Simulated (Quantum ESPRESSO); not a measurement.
# MnPSe3: parallel and opposed starts

A self-consistent run ends on one state, which hangs on the start. Several orders of MnPSe3 are started in Quantum ESPRESSO and their energies compared.

Main program and level: Quantum ESPRESSO 7.5; PBEsol with U = 4 eV on Mn d (ortho-atomic projectors); plane waves with GBRV 1.5 PBEsol potentials, no spin-orbit coupling.

**What experiment says.**

“Local spin structure in the layered van der Waals materials MnPSxSe3-x” (2024, arxiv:2404.02328) reports for MnPSe3, layered rhombohedral, by neutron magnetic PDF (polycrystalline, solid-state reaction, 15 K): moment (ordered moment per Mn) 4.666 ± 0.149 μB [moment from magnetic PDF fit on powder].

Report form: the programs' logs are mostly left out.

### Step 1. The starting structure

Symmetry: R-3, No. 148, trigonal system. The conventional cell has a = 6.400 Å, b = 6.400 Å, c = 20.716 Å, α = 90.00°, β = 90.00°, γ = 120.00°. Mn has 6 Se at 2.73 to 2.74 Å nearest. Nearest to P lie 3 Se at 2.19 Å and 1 P at 2.22 Å. Se has 1 P at 2.19 Å and 2 Mn at 2.73 to 2.74 Å nearest. Farther neighbours and most contacts between anions are not listed.

The cell comes from Materials Project 2023-11-01, a database of computed structures, and need not be the stable phase.

### Step 2. Run 1 (ferro ++)

The signs are those of the starting moments on the seeded atoms, the atoms that are given a moment.

Input file pw.in:

```
&CONTROL
  calculation = 'scf'
  prefix = 'pwscf'
  outdir = './tmp'
  pseudo_dir = './pseudo'
  disk_io = 'nowf'
/
&SYSTEM
  ibrav = 0
  celldm(1) = 8
  nat = 10
  ntyp = 3
  ecutwfc = 40
  ecutrho = 280
  nbnd = 56
  occupations = 'smearing'
  smearing = 'fd'
  degauss = 0.00367493
  nspin = 2
  starting_magnetization(1) = 0.3
  starting_magnetization(2) = 0
  starting_magnetization(3) = 0
/
&ELECTRONS
  conv_thr = 2d-08
  electron_maxstep = 150
  mixing_beta = 0.3
/
ATOMIC_SPECIES
Mn     54.9380 mn_pbesol_v1.5.uspp.F.UPF
P      30.9738 p_pbesol_v1.5.uspp.F.UPF
Se     78.9710 se_pbesol_v1.uspp.F.UPF
CELL_PARAMETERS alat
   0.7558385856790    0.4363836109003    1.6311873965189
  -0.7558385856790    0.4363836109003    1.6311873965189
   0.0000000000000   -0.8727672218006    1.6311873965189
ATOMIC_POSITIONS crystal
Mn      0.8323828600    0.8323828600    0.8323828600
Mn      0.1676171400    0.1676171400    0.1676171400
P       0.5535793900    0.5535793900    0.5535793900
P       0.4464206100    0.4464206100    0.4464206100
Se      0.4151439300    0.7494138000    0.0889330100
Se      0.0889330100    0.4151439300    0.7494138000
Se      0.7494138000    0.0889330100    0.4151439300
Se      0.5848560700    0.2505862000    0.9110669900
Se      0.9110669900    0.5848560700    0.2505862000
Se      0.2505862000    0.9110669900    0.5848560700
K_POINTS automatic
4 4 4 0 0 0
HUBBARD {ortho-atomic}
U Mn-3d 4.0000
```

Started as:

```bash
> OMP_NUM_THREADS=1 mpirun -n 4 pw.x -nk 4 -in pw.in > pw.out
```

Run time: 100 s. Hardware: 4 MPI ranks of Arm Neoverse V2, shared host; peak memory 1.3 GiB.

Spin moment in the atom's sphere by atom:

| atom | spin moment in the atom's sphere (μB) |
| --- | --- |
| Mn1 | 4.51 |
| Mn2 | 4.51 |
| P3 | 0.02 |
| P4 | 0.02 |
| Se5 | 0.02 |
| Se6 | 0.02 |
| Se7 | 0.02 |
| Se8 | 0.02 |
| Se9 | 0.02 |
| Se10 | 0.02 |

Read from the output:

* smearing term TS: 1.02e-6 eV
* magnetization: 10 μB
* absolute magnetization: 10.02 μB
* final state: ferromagnetic

### Step 3. Start 2: antiferro +−

Edit pw.in of step 2 so:

```diff
@@ -11,6 +11,6 @@
   nat = 10
-  ntyp = 3
+  ntyp = 4
   ecutwfc = 40
   ecutrho = 280
-  nbnd = 56
+  nbnd = 51
   occupations = 'smearing'
@@ -20,4 +20,5 @@
   starting_magnetization(1) = 0.3
-  starting_magnetization(2) = 0
+  starting_magnetization(2) = -0.3
   starting_magnetization(3) = 0
+  starting_magnetization(4) = 0
 /
@@ -29,3 +30,4 @@
 ATOMIC_SPECIES
-Mn     54.9380 mn_pbesol_v1.5.uspp.F.UPF
+Mn1    54.9380 mn_pbesol_v1.5.uspp.F.UPF
+Mn2    54.9380 mn_pbesol_v1.5.uspp.F.UPF
 P      30.9738 p_pbesol_v1.5.uspp.F.UPF
@@ -37,4 +39,4 @@
 ATOMIC_POSITIONS crystal
-Mn      0.8323828600    0.8323828600    0.8323828600
-Mn      0.1676171400    0.1676171400    0.1676171400
+Mn1     0.8323828600    0.8323828600    0.8323828600
+Mn2     0.1676171400    0.1676171400    0.1676171400
 P       0.5535793900    0.5535793900    0.5535793900
@@ -50,2 +52,3 @@
 HUBBARD {ortho-atomic}
-U Mn-3d 4.0000
+U Mn1-3d 4.0000
+U Mn2-3d 4.0000
```

It took 96 s on 4 MPI ranks; peak memory 1.3 GiB.

Spin moment in the atom's sphere by atom:

| atom | spin moment in the atom's sphere (μB) |
| --- | --- |
| Mn1 | 4.49 |
| Mn2 | -4.49 |
| P3 | 0.00 |
| P4 | 0.00 |
| Se5 | 0.00 |
| Se6 | 0.00 |
| Se7 | 0.00 |
| Se8 | 0.00 |
| Se9 | 0.00 |
| Se10 | 0.00 |

Read from the output:

| Property | Result |
| --- | --- |
| smearing term TS | 3.24e-9 eV |
| magnetization | 0 μB |
| absolute magnetization | 9.684 μB |
| final state | antiferromagnetic |

### Step 4. Energies of the orders

An order is kept where moments of 0.15 μB or more survive with the typed signs; meshes match where a doubled cell samples the same k points as the first cell.

Orders:

| start | final state | typed order kept | energy over the lowest (meV a seeded atom) | largest site moment (μB) | net moment (μB a cell of the first run) | mesh matched | CPU time (s) |
| --- | --- | --- | --- | --- | --- | --- | --- |
| ferro ++ | ferromagnetic | yes | 24.65 | 4.514 | 10 | yes | 397.7 |
| antiferro +- | antiferromagnetic | yes | 0 | 4.493 | 0 | yes | 383.2 |

### Step 5. Occupations of the corrected shells in the lowest state

Occupations of the Hubbard shells:

| block | type | shell | spin | electrons | occupation numbers |
| --- | --- | --- | --- | --- | --- |
| 1 | Mn1 | 3d | up | 4.97 | 0.993 0.993 0.994 0.994 0.996 |
| 1 | Mn1 | 3d | down | 0.2957 | 0.018 0.018 0.023 0.118 0.118 |
| 2 | Mn2 | 3d | up | 0.2956 | 0.018 0.018 0.023 0.118 0.118 |
| 2 | Mn2 | 3d | down | 4.97 | 0.993 0.993 0.994 0.994 0.996 |

### Step 6. Outcome

| Item | Value |
| --- | --- |
| lowest state found | antiferromagnetic (from antiferro +-) |
| largest site moment | 4.49 μB |
| next state with moments | ferromagnetic, 24.7 meV a seeded atom higher |

What this shows: Only these 2 starts were compared; other wavevectors, canted and longer-period orders were not. A computed site moment is spin alone and hangs on the region that is counted: the program's spheres do not touch and miss the tail of the moment. Measured moments hold any orbital part as well, and belong to the order of the sample, which need not be the order of this run.

Comparison with the measured values:

```
        quantity  measured  in the sphere  projected shell
moment (Mn) (μB)     4.666  4.49 (-3.7 %)    4.67 (+0.2 %)
```

Measured values from arxiv:2404.02328 (2024).

Verdict: For the moment, of the levels listed nearest comes projected shell (+0.2 %) and farthest in the sphere (-3.7 %). No cell relaxation is part of this session.

[Logs and program files are shortened in this print: banners, set-up blocks, solver, clock and traceback lines can be left out without a mark of their own.]

[Logs are printed without paths, hosts, clocks, repeated set-up lines and the standing remarks that a program may print on its own settings, such as how far it seeks lower states.]

[Hosts, paths, dates, database ids (printed as entryN), source tags and the programs' standing remarks are cut or masked in the printed files.]

[Where a cell is said to come from a database of computed structures, the database is the Materials Project.]
